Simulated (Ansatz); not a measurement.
# Electron scattering at the Σ5 (210) boundary in fcc Ir, starting shift (0.5, 0.5), part 2 of 3

Wanted: what the Σ5 (210) boundary in fcc Ir, starting shift (0.5, 0.5) costs an interconnect.

Ansatz 0.2.0; Ansatz plane-wave DFT, PBE, PAW files; relaxation of a bicrystal slab with its lowest layers held; PAW set soft_1 (the session's first sound run).

So far. Step 2 (Relaxing the bicrystal): The largest force component on a free atom ends at 0.019 eV/Å, under the tolerance of 0.03, after 14 steps.

## (3) Transmission across the boundary

Bulk layers of each grain are laid under and over the relaxed boundary, and a lead is named in the middle of each, away from the free faces. The mesh across the current, 18×18, is finer than the density's, because channels open and close sharply across the zone. Energies from -0.1 to 0.1 eV in steps of 0.05 eV are too few for the program's thermal sum, so it prints no conductance; for a metal the transmission near the Fermi level serves, at a fraction of the cost.

This step: Ansatz plane-wave DFT, PBE, PAW files; ballistic transport by layer matching (Landauer), zero bias; boundary relaxed in a short slab, bulk layers laid on; PAW set soft_1 (Ansatz 0.2.0).

System of this step: Σ5 (210) boundary in fcc Ir, starting shift (0.5, 0.5). The cell holds 48 atoms: 48 Ir. Its edges and angles: a = 4.702 Å, b = 3.839 Å, c = 48.895 Å, α = 90.0°, β = 90.0°, γ = 65.9°. It derives from Ir. Regions: lower grain, 20 atoms (20 Ir); boundary, 12 atoms (12 Ir); upper grain, 16 atoms (16 Ir). Vacuum lies along c.

input.yaml

```yaml
crystal:
  lattice:
    - [4.7022854592, 0.0, 0.0]
    - [1.5674284864, 3.5048766455, 0.0]
    - [0.0, 0.0, 48.8946716479]
  atoms:
    - { symbol: Ir, position: [-15.5999999999, 7.7999999996, 0.0818085052] }
    - { symbol: Ir, position: [-14.9999999999, 7.4999999996, 0.0993669816] }
    - { symbol: Ir, position: [-14.3999999999, 7.1999999996, 0.116925458] }
    - { symbol: Ir, position: [-13.7999999999, 6.8999999997, 0.1344839345] }
    - { symbol: Ir, position: [-13.1999999999, 6.5999999997, 0.1520424109] }
    - { symbol: Ir, position: [-12.5999999999, 6.2999999997, 0.1696008873] }
    - { symbol: Ir, position: [-11.9999999999, 5.9999999997, 0.1871593637] }
    - { symbol: Ir, position: [-11.3999999999, 5.6999999997, 0.2047178402] }
    - { symbol: Ir, position: [-10.7999999999, 5.3999999997, 0.2222763166] }
    - { symbol: Ir, position: [-10.1999999999, 5.0999999997, 0.239834793] }
    - { symbol: Ir, position: [-9.6, 4.7999999998, 0.2573932694] }
    - { symbol: Ir, position: [-9.0, 4.4999999998, 0.2749517458] }
    - { symbol: Ir, position: [-8.4, 4.1999999998, 0.2925102223] }
    - { symbol: Ir, position: [-7.8, 3.8999999998, 0.3100686987] }
    - { symbol: Ir, position: [-7.2, 3.5999999998, 0.3276271751] }
    - { symbol: Ir, position: [-6.6, 3.2999999998, 0.3451856515] }
    - { symbol: Ir, position: [-6.0, 2.9999999998, 0.362744128] }
    - { symbol: Ir, position: [-5.4, 2.6999999999, 0.3803026044] }
    - { symbol: Ir, position: [-4.8, 2.3999999999, 0.3978610808] }
    - { symbol: Ir, position: [-4.2, 2.0999999999, 0.4154195572] }
    - { symbol: Ir, position: [0.4, 0.7999999999, 0.4329780336] }
    - { symbol: Ir, position: [-0.0036677592, 0.5018698718, 0.4510409333] }
    - { symbol: Ir, position: [0.603216741, 0.1984955905, 0.468080025] }
    - { symbol: Ir, position: [0.2017860994, 0.8992866623, 0.4860254156] }
    - { symbol: Ir, position: [0.8014257779, 0.5996923703, 0.5051989881] }
    - { symbol: Ir, position: [0.3938988354, 0.3030278222, 0.5191515973] }
    - { symbol: Ir, position: [-0.0216995632, 0.0122972341, 0.5446819726] }
    - { symbol: Ir, position: [0.3742094487, 0.3146297319, 0.5689016016] }
    - { symbol: Ir, position: [0.7842487969, 0.6095387015, 0.582800975] }
    - { symbol: Ir, position: [0.1848787622, 0.9091197692, 0.6018023571] }
    - { symbol: Ir, position: [0.5886540542, 1.20720315, 0.6198962434] }
    - { symbol: Ir, position: [0.9834232699, 0.5098991039, 0.637255872] }
    - { symbol: Ir, position: [-3.6165767301, 2.8098991039, 0.6548143485] }
    - { symbol: Ir, position: [-4.2165767301, 3.1098991039, 0.6723728249] }
    - { symbol: Ir, position: [-4.8165767301, 3.4098991039, 0.6899313013] }
    - { symbol: Ir, position: [-5.4165767301, 3.7098991039, 0.7074897777] }
    - { symbol: Ir, position: [-6.0165767301, 4.0098991039, 0.7250482542] }
    - { symbol: Ir, position: [-6.6165767301, 4.3098991039, 0.7426067306] }
    - { symbol: Ir, position: [-7.2165767301, 4.6098991038, 0.760165207] }
    - { symbol: Ir, position: [-7.8165767301, 4.9098991038, 0.7777236834] }
    - { symbol: Ir, position: [-8.4165767301, 5.2098991038, 0.7952821598] }
    - { symbol: Ir, position: [-9.0165767301, 5.5098991038, 0.8128406363] }
    - { symbol: Ir, position: [-9.6165767301, 5.8098991038, 0.8303991127] }
    - { symbol: Ir, position: [-10.2165767301, 6.1098991038, 0.8479575891] }
    - { symbol: Ir, position: [-10.81657673, 6.4098991038, 0.8655160655] }
    - { symbol: Ir, position: [-11.41657673, 6.7098991037, 0.883074542] }
    - { symbol: Ir, position: [-12.01657673, 7.0098991037, 0.9006330184] }
    - { symbol: Ir, position: [-12.61657673, 7.3098991037, 0.9181914948] }
kpoints:
  mp_grid: { grid: [7, 7, 1] }
hamiltonian:
  xc: pbe
  pseudopotentials: { kind: paw, azcp: { folder: soft_1 } }
scf:
  occupations: { method: fermi_dirac, width: 0.1 }
output:
  transmission:
    leads: [[11, 12], [38, 39]]
    kmesh: [18, 18]
    e_range: [-0.1, 0.1]
    de: 0.05
  write_potential: true
  write_density: true
  volumetric_format: npy
  elf: true
```

Run with:

```sh
$ ansatz run input.yaml --threads 4 --pin off --max-ram 15360MiB --backend cpu --events-out ev --progress --plain --runs-dir out
```

Numbers of over 12 decimals in the logs are rounded to 6 here.

Output:

```text
[...]
Crystal: 48 atoms, lattice volume = 805.830 Å³
Basis set: ecut = 420 eV, 15679 PW (Γ)
Bands: 490, of which v1, the nominal top of the filled ones, is band 408 counted from 1 (407 counted from 0)
Symmetry: 1 space group operations
[...]
k-points: 25 of 49 (time reversal used)
[...]
SCF iter  12: F=-572960.238046 eV  HF=-572960.238046 eV  |F-HF|=9.90e-9  |Δ(HF+E_count)|=   8.73e-9  Δρ=8.14e-7  dr2=1.34e-8  ethr=1.23e-11  ⟨swp⟩=12.2  Hψ=32916  notcnv=0
SCF 1 converged in 12 iterations: F = -572960.238046 eV  dr2 = 1.34e-8
[...]
transmission: 1068 of 10660 steps passed
transmission: 2132 of 10660 steps passed
[...]
transmission: 10660 of 10660 steps passed
WARN: The input density's exchange-correlation potential varies sharply where the density is thin. Do not read a vacuum level from v_tot or v_xc, or from such a field of the output density. On a cell that repeats whose density bears no net charge and no dipole along the vacuum's axis use v_es (v_loc + v_h of the components); under efield.dipole_correction with no amplitude use v_es + v_field, which holds any external [...]
SCF converged after 12 iterations
Free energy (F): -572960.238046 eV
[...]
Internal energy: -572958.579729 eV  (E = F + TS)
E sigma→0 (E₀):  -572959.408887 eV
Entropy (-TS):   -1.658317 eV (-34.548 meV/atom)
Fermi energy:    20.903263 eV
[...]
--- Band table (eV; the first three rows and the last of 25) ---
  k-point 0: bands = [... 404 lower, 20.8350, 20.8841, 20.9064, 20.9283, 20.9761, 21.0589, 21.0633, 21.0663, ... 78 higher]
  k-point 1: bands = [... 404 lower, 20.8029, 20.8667, 20.8991, 20.9500, 20.9996, 21.0564, 21.0656, 21.1084, ... 78 higher]
  k-point 2: bands = [... 404 lower, 20.6353, 20.6990, 20.7928, 20.9135, 20.9717, 20.9791, 21.0104, 21.0691, ... 78 higher]
  k-point 24: bands = [... 404 lower, 21.0684, 21.0829, 21.1139, 21.1401, 21.1836, 21.2049, 21.2198, 21.2398, ... 78 higher]
--- Transmission ---
  basis      : 141 plane waves across, 65 finite elements along
  points     : 164, standing for a mesh of 18 x 18
  energies   : 5 from -0.100000 to 0.100000 eV about the Fermi level, 0.050000 eV apart; the leads are filled to 0.000000 eV, and channels, transmission and decay are at 0.000000 eV
  crystal 0  : Ir3, at the sites [11, 12], period 2.5755 Å, over 18.03 Å; its Hamiltonian steps by up to 6.8 meV
    offset         : up to 0.0000 Å between an atom of the period and one for which it stands
    channels       : 4.413580e0 a spin
    conductance    : none, the energies end too early or step too widely for 300 K: set another output.transmission.e_range or a lower de, or, where they end at an eighth of basis.ecutwfc, a higher one
[...]
channels       : 4.438272e0 a spin
[...]
junction   : crystal 0 to crystal 1, 12.75 to 35.61 Å
    transmission   : 2.282459e0 a spin
[...]
```

It took 26 min on 4 threads of Arm Neoverse V1, shared host; peak memory 10 GiB; 1.6 h of CPU time.

Numbers from this step:

```
free energy                                    : -572960.2380 eV
energy at zero smearing                        : -572959.4089 eV
Fermi energy                                   : 20.90 eV
cell area                                      : 16.48 Å²
transmission per spin nearest the Fermi level  : 2.282
open channels per spin nearest the Fermi level : 4.414
open channels per spin, upper lead             : 4.438
step of the lead's potential                   : 6.8 meV
step of the upper lead's potential             : 10.7 meV
```

Per spin. Table of transmission, zone mean by energy, zero at the Fermi level:

```
energy (eV)  transmission, zone mean
    -0.1000                     2.20
    -0.0500                     2.22
     0.0000                     2.28
     0.0500                     2.36
     0.1000                     2.43
```

Per spin. Table of open channels, zone mean by energy, zero at the Fermi level:

```csv
energy (eV),lead,upper lead
-0.1000,4.29,4.28
-0.0500,4.30,4.28
0.0000,4.41,4.44
0.0500,4.5,4.5
0.1000,4.52,4.52
```

Transmission over k1 and k2. At 0.0000 eV from the Fermi level.

Ten even steps from '0' (0.86) to '9' (5.18):
```
110131011233323332
311001133233223333
333533332213331223
444444200111111002
435345310000000135
688644232000023244
686444322101223444
997443333333333447
997553444444435579
974433333333334479
644432210122344468
644232000023244688
453100000001354353
420011111100244444
332213331223333533
333332233233110011
123332333211013101
012323321012332321
```
Columns: k1 (b1) from -0.5 to 0.444; rows upwards: k2 (b2) from -0.5 to 0.444.

Open channels over k1 and k2. At 0.0000 eV from the Fermi level.

Values, 12 rows by 16 columns, each cell a mean:
```
4.22 3.33 3.44 4.26 4.44 3.56 3.59 3.96 5.00 5.00 4.89 4.37 4.56 5.00 5.00 4.70
4.96 4.52 4.11 4.04 4.22 4.67 4.93 4.11 4.93 4.33 4.22 4.00 4.19 4.78 4.48 4.63
5.19 4.07 4.22 4.00 4.93 5.44 3.52 2.70 2.67 2.52 2.00 2.30 2.67 2.89 3.26 5.41
4.81 6.07 5.78 4.67 4.85 3.89 3.59 3.37 2.67 2.67 2.67 2.96 3.33 3.11 4.30 4.96
7.33 7.26 6.33 5.00 5.00 4.33 4.26 4.33 3.67 3.67 3.89 4.19 4.19 4.78 5.00 5.59
8.00 7.78 6.33 5.30 5.30 4.78 4.93 5.00 5.59 5.00 5.00 4.85 5.22 5.22 6.04 7.52
7.52 6.04 5.00 4.85 4.30 4.44 4.41 4.33 4.37 4.67 4.44 4.44 5.00 5.00 6.56 7.59
5.59 5.00 4.56 3.81 4.00 3.56 3.07 3.00 3.11 4.00 3.78 4.07 5.00 5.00 6.56 7.00
4.74 4.96 3.44 2.70 2.33 2.11 2.00 2.30 2.33 2.48 3.56 4.96 4.59 4.00 4.52 4.07
5.33 4.96 3.89 4.04 3.67 3.44 3.33 3.63 4.26 3.81 4.67 5.33 4.59 4.44 4.15 4.59
4.63 4.48 5.00 5.00 4.44 4.22 4.85 5.00 4.89 4.07 4.11 3.81 4.00 3.56 3.59 3.67
2.78 3.96 5.00 5.00 4.81 4.89 5.00 3.81 3.04 3.56 4.33 4.48 5.04 4.89 4.41 3.15
```
Columns: k1 (b1) from -0.5 to 0.444; rows upwards: k2 (b2) from -0.5 to 0.444.

Electrostatic potential energy in the cb plane at fractional x = 0.374, with atoms of Ir within 0.2 Å of it. With pseudopotentials it is smooth inside the atoms' cores, unlike the true potential.

Ten even steps from '0' (-49 eV) to '9' (26 eV), each cell a mean:
```
68987789999987678986100489987789999999999999
48987678999986568984000279876789999999999999
58987788999987668985100389887789999999999999
89998889988998888998534789988899989999999999
98888998755789988899888898889998556899999999
98668997300279987789999987678985101589999999
87557886100168986679999986568983000489999999
97667897200279987789999986678984001589999999
98888998643689988889988998889997435799999999
89998899888898888998645789988899888999999999
```
Columns run along c (16.0 Å, from fractional 0.67 to 1.00 of the cell; values clipped at the 3rd and 97th percentile), rows up along b (3.8 Å). Atoms in or near the plane, at fractional coordinates: Ir at (0.74, 0.31), Ir at (0.83, 0.81), Ir at (0.92, 0.31).

Valence density in the cb plane at fractional x = 0.374, with atoms of Ir within 0.2 Å of it. It is the smooth field of the valence electrons, not physical close to the nuclei.

Values in e/Å³, 6 rows by 16 columns, each cell a mean:
```
0.9 0.7 0.6 0.2 0.5 1.1 0.5 5.4 3.8 0.4 0.8 0.3 0.1 0.0 0.0 0.0
0.8 0.6 0.6 0.2 0.5 1.0 0.5 5.0 3.5 0.4 0.8 0.3 0.1 0.0 0.0 0.0
0.4 0.5 0.4 1.2 0.5 0.5 0.4 0.9 0.7 0.4 0.4 0.7 0.9 0.1 0.0 0.0
0.7 0.9 0.8 6.8 2.0 0.5 0.7 0.3 0.3 1.1 0.5 3.6 5.6 0.2 0.0 0.0
0.7 0.9 0.8 6.3 1.9 0.5 0.7 0.3 0.3 1.1 0.5 3.3 5.2 0.2 0.0 0.0
0.4 0.5 0.4 1.1 0.5 0.5 0.4 1.0 0.8 0.4 0.4 0.7 0.8 0.1 0.0 0.0
```
Columns run along c (16.0 Å, from fractional 0.67 to 1.00 of the cell), rows up along b (3.8 Å). Atoms in or near the plane, at fractional coordinates: Ir at (0.74, 0.31), Ir at (0.83, 0.81), Ir at (0.92, 0.31).

ELF in the cb plane at fractional x = 0.374, with atoms of Ir within 0.2 Å of it. It is the smooth field of the valence electrons, not physical close to the nuclei.

Ten even steps from '0' (0.00) to '9' (0.58), each cell a mean:
```
64545544433444554546999745445444443221000000
75446654322346775557978955456644433211000000
64545544433445665546999845455544443221000000
45555445444454455554798555554445543321100000
54455554578555555455444554455455786432100000
44565455899855445444433445654457999743100000
45776456988965456654323456764558979853210000
44565455899955445544333445654457999743110000
54455554688645555445444554455455897532100000
45555445444454455554687555554445554321100000
```
Columns run along c (16.0 Å, from fractional 0.67 to 1.00 of the cell), rows up along b (3.8 Å). Atoms in or near the plane, at fractional coordinates: Ir at (0.74, 0.31), Ir at (0.83, 0.81), Ir at (0.92, 0.31).

Over the solved energies the transmission per spin lies between 2.20 and 2.43, out of 4.40 channels of the lead on average (up to 4.52).

## (4) Specific resistance

This step: Ansatz plane-wave DFT, PBE, PAW files; ballistic transport by layer matching (Landauer), zero bias; specific resistance of the boundary; PAW set soft_1 (Ansatz 0.2.0).

This step gave:

| Quantity | Value |
| --- | --- |
| area resistance | 0.4421 fΩ m² |
| T over the leads' mean channel count | 0.5220 |

Averaged over the energies near the Fermi level, 52.2 % of the channels pass, which makes 0.442 fΩ m².

By hand, with T and the leads' channels N averaged over the energies near the Fermi level: RA = A (h/2e²)(1/T − ½[1/N₁ + 1/N₂]) = 16.48×10⁻²⁰ m² × 12 906 Ω × (1/2.299 − ½[1/4.405 + 1/4.405]) = 0.442 fΩ m².

(Part 2 of 3 ends here.)

[Logs are printed without paths, hosts, clocks, repeated set-up lines and the standing remarks that a program may print on its own settings, such as how far it seeks lower states.]

[Hosts, paths, dates, database ids (printed as entryN), source tags and the programs' standing remarks are cut or masked in the printed files.]
